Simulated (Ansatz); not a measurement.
# ZrSeS monolayer, Janus: phonons and vibrational spectra, part 2 of 2

Aim: the phonons of ZrSeS monolayer, Janus at a cell relaxed beforehand at this level. After the zone centre comes a 3×3×1 q mesh on a 12×12×1 k mesh.

Ansatz 0.2.0; DFT LDA, scalar-relativistic, plane waves, PAW.

So far. Step 2 (Zone-centre response): Before it was imposed, the acoustic sum rule was missed by 7.7e-5 eV/Å² and the charge sum rule by 0.0010 e. Small misses are needed for a sound result but don't prove that mesh and cutoff are converged. The lowest optical mode is real, 121 cm⁻¹.

### 3. Phonons on a q mesh

Stability and thermal properties need the whole zone. Linear response on a 3×3×1 q mesh gives force constants as far as a supercell of that size would, and the tensors from the zone-centre run are typed in so that the long-range dipole term is interpolated apart.

input.yaml reads:

```yaml
crystal:
  lattice:
    - [3.6561441632, 0.0, 0.0]
    - [-1.8280720816, 3.1663137252, 0.0]
    - [0.0, 0.0, 30.0]
  atoms:
    - { symbol: Zr, position: [0.0, 0.0, 0.3348976179] }
    - { symbol: S, position: [0.3333333333, 0.6666666667, 0.3809943532] }
    - { symbol: Se, position: [0.6666666667, 0.3333333333, 0.2807746956] }
  periodic: [true, true, false]
kpoints:
  mp_grid: { grid: [12, 12, 1] }
hamiltonian:
  xc: lda
scf:
  occupations: { method: fixed }
output:
  eigenvalues: true
phonons:
  method: dfpt
  qmesh: [3, 3, 1]
  temperatures: { t_max: 1000, t_step: 50 }
  qpath:
    path:
      - [0.0, 0.0, 0.0]
      - [0.5, 0.0, 0.0]
      - [0.33333333, 0.33333333, 0.0]
      - [0.0, 0.0, 0.0]
    npoints: 10
  isolated: true
  non_analytic_term:
    high_frequency_dielectric_tensor: [[3.9361, 0.0, 0.0], [0.0, 3.9361, 0.0], [0.0, 0.0, 1.1661]]
    born_effective_charges:
      - { species: Zr, tensor: [[7.4288, 0.0, 0.0], [0.0, 7.4288, 0.0], [0.0, 0.0, 0.3393]] }
      - { species: S, tensor: [[-3.8164, 0.0, 0.0], [0.0, -3.8164, 0.0], [0.0, 0.0, -0.199]] }
      - { species: Se, tensor: [[-3.6124, 0.0, 0.0], [0.0, -3.6124, 0.0], [0.0, 0.0, -0.1403]] }
    source: "zone-centre run at this cell"
```

Started as:

```console
$ ansatz run input.yaml --threads 8 --pin off --max-ram 14336MiB --backend cpu --events-out ev --progress --plain --runs-dir out
```

Numbers of over 12 decimals in the logs are rounded to 6 here.

The log of the run:

```text
Warning: phonons: the dynamical matrix that this run interpolates holds no multipole term above the dipole-dipole one, and a site of this crystal is no centre of inversion, so its interpolated transverse optical and acoustic branches and sound speeds can stay off near Gamma, and the density of states and the thermodynamics with them. What a run solves at a wave vector of phonons.qpoints, Gamma apart, where the deck admits one, is free of this, and under fd what a larger phonons.supercell samples
[...]
Crystal: 3 atoms, lattice volume = 347.295 Å³
Basis set: ecut = 420 eV, 6689 PW (Γ), exchange–correlation on 50×50×432 points (8 copies of the dense FFT grid, shifted against one another)
Bands: 21, of which v1, the nominal top of the filled ones, is band 17 counted from 1 (16 counted from 0)
Symmetry: 6 space group operations
k-points: 19 of 144 (time reversal used)
[...]
SCF iter   1: F=—  HF=-10334.509732 eV  |F-HF|=—  |Δ(HF+E_count)|=         —  Δρ=2.92e-3  dr2=7.88e-2  ethr=1.77e-3  ⟨swp⟩=6.8  Hψ=2156  notcnv=0  defer=35
[...]
SCF iter  12: F=-10334.499166 eV  HF=-10334.499166 eV  |F-HF|=9.28e-11  |Δ(HF+E_count)|=  4.91e-11  Δρ=1.39e-8  dr2=6.92e-13  ethr=1.00e-12  ⟨swp⟩=18.3  Hψ=3160  notcnv=0
SCF 1 converged in 12 iterations: F = -10334.499166 eV  dr2 = 6.92e-13
[...]
NSCF: frozen V_eff on 19 k-points
[...]
DFPT response loops at q = (0, 0, 0) (fractional): preconditioner auto → none (the input reference at scf.mixing.eps_inf says where Resta's filter doesn't serve); β = 0.50; Broyden in place of MSR1
[...]
SCF converged after 12 iterations
Free energy (F): -10334.499166 eV
[...]
Internal energy: -10334.499166 eV  (E = F + TS)
E sigma→0 (E₀):  -10334.499166 eV
Fermi energy:    -5.908355 eV
[...]
--- Band table (eV; the first three rows and the last of 19) ---
  k-point 0: bands = [... 13 lower, -8.9073, -7.2485, -5.9084, -5.9084, -4.7643, -4.7643, -3.9700, -1.1009]
  k-point 1: bands = [... 13 lower, -8.8678, -7.0721, -6.4914, -6.1812, -4.6737, -4.4526, -3.8214, -1.5178]
  k-point 2: bands = [... 13 lower, -8.7749, -7.6099, -6.7425, -6.6004, -4.7822, -3.9358, -3.5255, -1.9619]
  k-point 18: bands = [... 13 lower, -9.5046, -8.2706, -8.0516, -7.9823, -3.9669, -3.4245, -3.1813, -1.1610]
--- Phonons (Γ-DFPT): 6 representative perturbations + reference (Σ response iterations 24) ---
  ASR residual: 2.403e-5 → 0.000e0 eV/Å²; symmetrization residual: 5.332e-6 eV/Å²
  ASR residual per site (eV/Å²): 1.63e-5 2.40e-5 2.12e-5
  Γ frequencies (cm⁻¹): 0.00 0.00 0.00 120.78 120.78 229.63 229.63 230.91 323.88
--- Phonons (arbitrary-q DFPT): 3 irreducible q on the 3×3×1 mesh ---
  q = [0.0000, 0.0000, 0.0000] (star 1, of the zone-centre solve; hermiticity 6.90e-7, symmetrization 1.53e-12): -0.00 -0.00 0.00 120.78 120.78 229.63 229.63 230.91 323.88
  q = [0.0000, 0.3333, 0.0000] (star 6, 9 solved perturbations on 78 of 144 k-point pairs; hermiticity 8.53e-7, symmetrization 7.21e-10): 50.76 88.69 124.77 137.48 190.05 215.85 229.20 284.81 313.02
  q = [0.3333, 0.3333, 0.0000] (star 2, 6 solved perturbations in 327 linear systems a pass and spin channel, the states on 78 of 144 k-point pairs; hermiticity 4.90e-7, symmetrization 9.98e-7): 56.16 142.89 145.28 176.89 182.11 204.14 262.07 288.25 294.21
  sum rule: each row above includes the acoustic sum rule's correction from the zone centre's row sums; it moved no ω² by more than (0.45 cm⁻¹)²
  mesh force constants: q→R imaginary residual 0.00e0; ASR residual 2.403e-5 → 0.000e0 eV/Å²; symmetrization residual 1.243e-14 eV/Å²
  interpolated dispersion: 31 rows × 9 modes
  density of states and harmonic sums: on the 21×21×1 q-mesh, interpolated from the force constants of a 3×3×1 supercell (with the dipole–dipole term of supplied tensors)
  largest difference from the sums on the solved wave vectors: F 8.64e-2 eV, S 1.15e-4 and C_V 2.80e-5 eV/K
  zero-point energy: 0.101811 eV/cell   skipped modes (ω ≤ 0): 3   left out of the sums: 7.56e-4 of the cell's modes: C_V's classical limit lies that fraction below 3 k_B per atom; for a crystal, a wire or a layer, F and S can be off by more, and a phonons.interpolated_qmesh denser along its periods is the remedy for the sampling
```

It took 3.3 min on 8 threads of Arm Neoverse V1, shared host; peak memory 1.9 GiB.

Numbers from this step:

```
sum-rule residual before enforcement                    : 2.40e-5 eV/Å²
lowest frequency on the path                            : 0 cm⁻¹
highest frequency on the path or at a solved wavevector : 323.9 cm⁻¹
mean frequency                                          : 180.8 cm⁻¹
lowest mode on the q mesh (acoustic modes at Γ apart)   : 50.76 cm⁻¹
zero-point energy per atom                              : 33.94 meV
heat capacity at 300 K                                  : 23.12 J/(mol atoms K)
vibrational entropy at 300 K                            : 33.08 J/(mol atoms K)
```

Frequencies (cm⁻¹) solved at each irreducible wavevector; negative means imaginary. Frequencies by wavevector, by row:

```
q in reciprocal lattice units  star  mode 1  mode 2  mode 3  mode 4  mode 5  mode 6  mode 7  mode 8  mode 9
                        0 0 0     1       0       0       0   120.8   120.8   229.6   229.6   230.9   323.9
                   0 0.3333 0     6    50.8    88.7   124.8   137.5   190.1   215.8   229.2   284.8     313
              0.3333 0.3333 0     2    56.2   142.9   145.3   176.9   182.1   204.1   262.1   288.2   294.2
```

Interpolated from a 3×3×1 q mesh, with the LO-TO term (at Γ the limit along the path; where Γ stands inside the path, tables give the limit on arrival). The phonon branches at the labelled points (cm⁻¹):

```
  point  branch 1  branch 2  branch 3  branch 4  branch 5  branch 6  branch 7  branch 8  branch 9
      Γ         0         0         0       121       121       230       230       231       324
halfway        45        67       111       124       196       217       228       292       320
      M        50       111       123       151       184       219       232       292       308
halfway        54       126       143       158       183       212       246       290       301
      K        56       143       145       177       182       204       262       288       294
halfway        46        78       126       134       195       213       235       288       311
      Γ         0         0         0       121       121       230       230       231       324
```

The phonon branches as a text plot (rows in cm⁻¹):

```
    317 |***************                            *************
    304 |   ******      **************         *****     ****
    290 | **      ***************************************    ***
    277 |
    263 |                             *******
    250 |                          ***       *****
    236 |***          *************               ***************
    223 |   ********************                      **********
    209 |           **          **********************
    196 |     ********                            *********
    182 | ****        ****************************         *****
    169 |                           ****   ****
    155 |                 **********           ***
    142 |             ****        ******************
    128 |     ************************       **     *********
    115 |*****    **      ********             ***           ****
    101 |               **                        **  ***
     88 |       **    **
     74 |     **    **                              **   **
     61 |         **                ***********       ***
     47 |   **  ********************           **************
     34 |     ****                                       *******
     20 | ****                                             *****
      7 |***                                                 ****
         Γ                   M           K                      Γ
```

Tetrahedra on a 21×21×1 mesh, mean over bins of 5 cm-1. Interpolated from a 3×3×1 q mesh. Table of phonon density of states by wavenumber; read off at these points:

```
wavenumber (cm⁻¹)  phonon density of states (1/cm⁻¹/cell)
                2                                  7.4e-4
               12                                 0.00382
               22                                 0.00683
               38                                  0.0148
               48                                  0.0414
               52                                   0.111
               58                                  0.0211
               68                                 0.00885
               78                                  0.0101
               92                                  0.0128
              102                                  0.0161
              112                                  0.0245
              122                                  0.0660
              132                                  0.0438
              148                                  0.0468
              158                                  0.0164
              168                                 0.00976
              178                                 0.00339
              182                                  0.0748
              192                                  0.0474
              202                                 0.00142
              212                                  0.0721
              222                                  0.0157
              232                                  0.0642
              248                                  0.0155
              258                                 0.00972
              268                                  1.4e-4
              278                                  1.8e-4
              288                                  0.0934
              302                                  0.0547
              312                                  0.0235
              322                                 0.00675
```

The partial phonon density of states has structure finer than the step of the table below, so its rows give means over 10 cm⁻¹, whole bins alone (the curve runs from -10 to 344 cm⁻¹). Peaks (cm⁻¹: height): S 230.2: 0.0660, 288.0: 0.0450, 305.8: 0.0427; Se 56.7: 0.0213, 125.7: 0.0459, 145.7: 0.0335, 185.7: 0.0543, 214.6: 0.0256; Zr 56.7: 0.0486, 107.9: 0.0192, 125.7: 0.0209, 187.9: 0.0263, 214.6: 0.0225, 305.8: 0.0194.

Phonopy on the run's constants, 17x17x1 mesh, Gaussian sigma 2.5 cm-1. Interpolated from a 3×3×1 q mesh. Partial phonon density of states against wavenumber; means over each step; values in 1/cm⁻¹/cell:

```
wavenumber (cm⁻¹)        S       Se       Zr
                0   2.0e-4   4.7e-4   5.5e-4
               10   5.7e-4  0.00141  0.00165
               20  0.00136  0.00349  0.00406
               30  0.00184  0.00490  0.00596
               40  0.00250  0.00695  0.00932
               50  0.00451   0.0137   0.0250
               60  0.00355   0.0112   0.0243
               70  0.00138  0.00407  0.00633
               80  0.00104  0.00330  0.00611
               90  0.00153  0.00533  0.00902
              100  0.00127  0.00467   0.0122
              110  0.00165  0.00745   0.0142
              120  0.00134   0.0228   0.0138
              130  0.00126   0.0362   0.0167
              140  0.00104   0.0263   0.0101
              150  0.00172   0.0263  0.00972
              160  0.00232   0.0162  0.00868
              170  0.00199  0.00569  0.00571
              180  0.00193   0.0188  0.00963
              190  0.00352   0.0328   0.0172
              200   6.2e-4   9.2e-4   9.9e-4
              210   0.0120   0.0139   0.0139
              220   0.0167   0.0177   0.0147
              230   0.0478  0.00856  0.00699
              240   0.0252  0.00189  0.00454
              250   0.0136   7.3e-4  0.00359
              260  0.00774   3.3e-4  0.00244
              270  0.00547   3.2e-5  0.00158
              280   0.0218   4.8e-4  0.00339
              290   0.0384  0.00152  0.00395
              300   0.0320   8.5e-4   0.0107
              310   0.0323   6.0e-4   0.0172
              320  0.00942   2.4e-4  0.00555
              330   3.2e-4   2.7e-6   1.5e-4
```

Harmonic thermodynamic functions per atom, from the density of states. Interpolated from a 3×3×1 q mesh. Thermodynamic functions, by row:

```
T (K)  F_vib (meV/atom)  S (J/mol-atom/K)  C_V (J/mol-atom/K)
    0             33.94                 0                   0
  100             29.13             11.43               14.57
  200             10.38             24.06               21.19
  300            -19.48             33.08               23.12
  400            -57.42             39.85               23.88
  500            -101.6             45.23               24.24
  600            -150.8             49.66               24.45
  700            -204.3             53.44               24.57
  800            -261.5             56.73               24.65
  900            -321.8             59.64               24.71
 1000              -385             62.24               24.75
```

Symmetry leaves 3 wavevectors to solve. The lowest mode among them, the acoustic zeros apart, lies at q = (0, 0.333, 0) and is real, 50.8 cm⁻¹.

### 4. Isotope substitution, element S, natural mass 32.06 amu

An isotope changes the mass and not the force constants, so no new electronic calculation is needed; the shifts show which modes move this element.

The same force constants with the mass of S changed from 32.060 to 33.968 u (phonopy, no LO-TO term). Both lists are sorted by frequency; levels can cross, so a row need not hold one and the same mode. Modes under 3 cm⁻¹ are left out. Isotope shifts, by row:

```
              q  rank  natural mass (cm⁻¹)  changed mass (cm⁻¹)
          0 0 0     4                120.8                120.8
          0 0 0     5                120.8                120.8
          0 0 0     6                229.6                224.2
          0 0 0     7                229.6                224.2
          0 0 0     8                230.9                229.7
          0 0 0     9                323.9                317.8
     0 0.3333 0     1                50.76                50.59
     0 0.3333 0     2                88.69                 88.5
     0 0.3333 0     3                124.8                124.7
     0 0.3333 0     4                137.5                137.2
     0 0.3333 0     5                190.1                189.5
     0 0.3333 0     6                215.8                214.5
     0 0.3333 0     7                229.2                223.2
     0 0.3333 0     8                284.8                277.6
     0 0.3333 0     9                  313                307.7
0.3333 0.3333 0     1                56.16                56.05
0.3333 0.3333 0     2                142.9                142.8
0.3333 0.3333 0     3                145.3                145.2
0.3333 0.3333 0     4                176.9                175.4
0.3333 0.3333 0     5                182.1                182.1
0.3333 0.3333 0     6                204.1                202.2
0.3333 0.3333 0     7                262.1                257.2
0.3333 0.3333 0     8                288.2                280.6
0.3333 0.3333 0     9                294.2                288.4
```

A mode of this element alone would shift by -2.85 %. The highest zone-centre frequency without the field goes from 323.9 to 317.8 cm⁻¹ (-1.9 %). The product of the frequency ratios over all optical modes at Γ is 0.930; the product rule, (m/m′)^(3k/2) (M′/M)^(3/2) with k = 1 such atoms and M the mass of the cell, gives 0.930.

### 5. Isotope substitution, element Se, natural mass 78.971 amu

The same for Se, from 78.97 to 81.92 u.

A mode of this element alone would shift by -1.81 %. The highest zone-centre frequency without the field goes from 323.9 to 323.8 cm⁻¹ (-0.0 %). The product of the frequency ratios over all optical modes at Γ is 0.967; the product rule, (m/m′)^(3k/2) (M′/M)^(3/2) with k = 1 such atoms and M the mass of the cell, gives 0.967.

### 6. Another isotope, element Zr, natural mass 91.222 amu

The same for Zr, from 91.22 to 95.91 u.

The same force constants with the mass of Zr changed from 91.222 to 95.908 u (phonopy, no LO-TO term). Both lists are sorted by frequency; levels can cross, so a row need not hold one and the same mode. Modes under 3 cm⁻¹ are left out. Isotope shifts, by row:

```
              q  rank  natural mass (cm⁻¹)  changed mass (cm⁻¹)
          0 0 0     4                120.8                119.4
          0 0 0     5                120.8                119.4
          0 0 0     6                229.6                229.2
          0 0 0     7                229.6                229.2
          0 0 0     8                230.9                229.6
          0 0 0     9                323.9                321.3
     0 0.3333 0     1                50.76                50.09
     0 0.3333 0     2                88.69                87.11
     0 0.3333 0     3                124.8                  124
     0 0.3333 0     4                137.5                136.4
     0 0.3333 0     5                190.1                188.5
     0 0.3333 0     6                215.8                213.9
     0 0.3333 0     7                229.2                  229
     0 0.3333 0     8                284.8                284.2
     0 0.3333 0     9                  313                310.2
0.3333 0.3333 0     1                56.16                55.17
0.3333 0.3333 0     2                142.9                142.3
0.3333 0.3333 0     3                145.3                144.1
0.3333 0.3333 0     4                176.9                174.3
0.3333 0.3333 0     5                182.1                  181
0.3333 0.3333 0     6                204.1                  202
0.3333 0.3333 0     7                262.1                260.4
0.3333 0.3333 0     8                288.2                  288
0.3333 0.3333 0     9                294.2                292.2
```

A mode of this element alone would shift by -2.47 %. The highest zone-centre frequency without the field goes from 323.9 to 321.3 cm⁻¹ (-0.8 %). The product of the frequency ratios over all optical modes at Γ is 0.960; the product rule, (m/m′)^(3k/2) (M′/M)^(3/2) with k = 1 such atoms and M the mass of the cell, gives 0.960.

### 7. What came out

| Quantity | Value |
| --- | --- |
| space group (within 0.01 Å) | P3m1 |
| area per atom | 3.86 Å² |
| gap on the k-mesh | 0.504 eV |
| highest optical mode at the zone centre (no LO-TO term) | 324 cm⁻¹ |
| lowest optical zone-centre mode | 121 cm⁻¹ |
| largest Born charge (third of the trace) | 5.07 e |
| lowest mode on the q mesh (acoustic modes at Γ apart) | 50.8 cm⁻¹ |
| highest frequency on the path or at a solved wavevector | 324 cm⁻¹ |
| zero-point energy per atom | 33.9 meV |
| heat capacity at 300 K | 23.1 J/(mol atoms K) |
| vibrational entropy at 300 K | 33.1 J/(mol atoms K) |
| imaginary modes on the 3×3×1 q mesh | none |

**Reading.** The structure is a minimum as far as tested: no mode is imaginary at the 3 irreducible wavevectors of the 3×3×1 mesh, and the softest away from the acoustic zeros lies at 51 cm⁻¹. Without the field, the optical modes at Γ span 121 to 324 cm⁻¹. The highest mode in this list at Γ, 323.9 cm⁻¹, has its largest share on S (66 % of the kinetic energy). The strongest infrared line is at 121 cm⁻¹. Averaged over orientations, the strongest Raman line at 532 nm and 300 K is at 231 cm⁻¹. The tensors are the static, non-resonant ones, while 532 nm light (2.33 eV) lies above the computed gap. In a sheet or slab the interpolated bending branch near Γ is rough, since the rotational sum rule isn't imposed. Dielectric tensors refer to the cell with its vacuum. The program warns that the interpolation holds no quadrupole term, so branches close to Γ can be off in this crystal. The starting cell was built on a prototype and not taken from a measurement. These are harmonic frequencies at zero temperature: anharmonic shifts, linewidths and thermal expansion are left out.

[Logs are printed without paths, hosts, clocks, repeated set-up lines and the standing remarks that a program may print on its own settings, such as how far it seeks lower states.]

[Hosts, paths, dates, database ids (printed as entryN), source tags and the programs' standing remarks are cut or masked in the printed files.]
